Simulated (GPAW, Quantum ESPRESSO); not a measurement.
The O K edge of atom 3 in KTaO3 (Pm-3m), with 2 Ta at 1.99 Å (linear, site symmetry 4/mmm), was computed in 2 ways: full core hole (charged cell) and no core hole. Program and functional: Quantum ESPRESSO XSpectra, LDA, without spin-orbit coupling, Lorentzian half width 0.3 eV up to 4 eV, rising linearly to 2.5 eV at 25 eV; cells of 5 and 10 atoms (the run without a hole in the smaller).

Each run is counted from its own lowest empty level or Fermi level and scaled to a mean of 1 over its first 20 eV. (XSpectra's own axis starts at xe0, in the gap; it has been shifted.)

```csv
E (eV),run 1,run 2
-2.0,0.03,0.03
-1.4,0.04,0.04
-0.8,0.06,0.06
-0.2,0.09,0.10
0.4,0.20,0.23
1.0,0.52,0.48
1.6,0.60,0.95
2.2,1.35,1.63
2.8,1.60,1.09
3.4,1.37,0.81
4.0,0.83,0.57
4.6,0.48,0.52
5.2,0.46,0.76
5.8,0.65,1.04
6.4,0.98,1.37
7.0,1.25,1.78
7.6,1.48,2.03
8.2,1.61,2.07
8.8,1.73,1.88
9.4,1.69,1.54
10.0,1.46,1.25
10.6,1.29,1.12
11.2,1.22,1.11
11.8,1.21,1.12
12.4,1.24,1.11
13.0,1.27,1.06
13.6,1.21,0.96
14.2,1.08,0.85
14.8,0.93,0.73
15.4,0.79,0.64
16.0,0.70,0.59
16.6,0.64,0.57
17.2,0.62,0.58
17.8,0.63,0.61
18.4,0.65,0.66
19.0,0.69,0.71
19.6,0.72,0.76
20.2,0.75,0.79
20.8,0.75,0.79
21.4,0.73,0.75
22.0,0.69,0.70
22.6,0.64,0.65
23.2,0.59,0.60
23.8,0.55,0.57
24.4,0.51,0.54
25.0,0.49,0.53
25.6,0.48,0.53
26.2,0.49,0.55
26.8,0.50,0.57
27.4,0.52,0.61
28.0,0.55,0.65
28.6,0.57,0.69
29.2,0.59,0.73
29.8,0.61,0.76
30.4,0.63,0.79
31.0,0.65,0.82
31.6,0.67,0.84
```

Which run is which?

Run 1: no core hole (area from −2 to 6 eV 5.0, main maxima 1.5 eV (0.63), 2.6 eV (1.80), 3.1 eV (1.70), 9.1 eV (1.75) and 13.0 eV (1.27)). Run 2: full core hole (charged cell) (area from −2 to 6 eV 4.9, main maxima 2.1 eV (1.68), 8.0 eV (2.09) and 20.5 eV (0.79)). With each curve scaled to its own mean, the area from −2 to 6 eV with the hole is 4.9 against 5.0, and the centre of weight from −1 to 20 eV moves by -0.3 eV (first and strongest maxima below 20 eV: 1.5 eV (0.63), 2.6 eV (1.80), 3.1 eV (1.70) and 9.1 eV (1.75) without the hole, 2.1 eV (1.68) and 8.0 eV (2.09) with it); the shape changes all the same, by 25 % r.m.s.

[Banner, clock and machine lines of the logs are left out without a mark of their own.]

[Logs are printed without paths, hosts, clocks, repeated set-up lines and the standing remarks that a program may print on its own settings, such as how far it seeks lower states.]

[Hosts, paths, dates, database ids (printed as entryN), source tags and the programs' standing remarks are cut or masked in the printed files.]

[Lists of maxima count a maximum above −3 eV only where it reaches 4 % of the highest in the window and stands out from its surroundings by 2 % of it (1.5 % where it reaches 55 %); shoulders and weaker maxima are passed over, and of the rest the first, up to two pre-edge ones and the few strongest are named.]
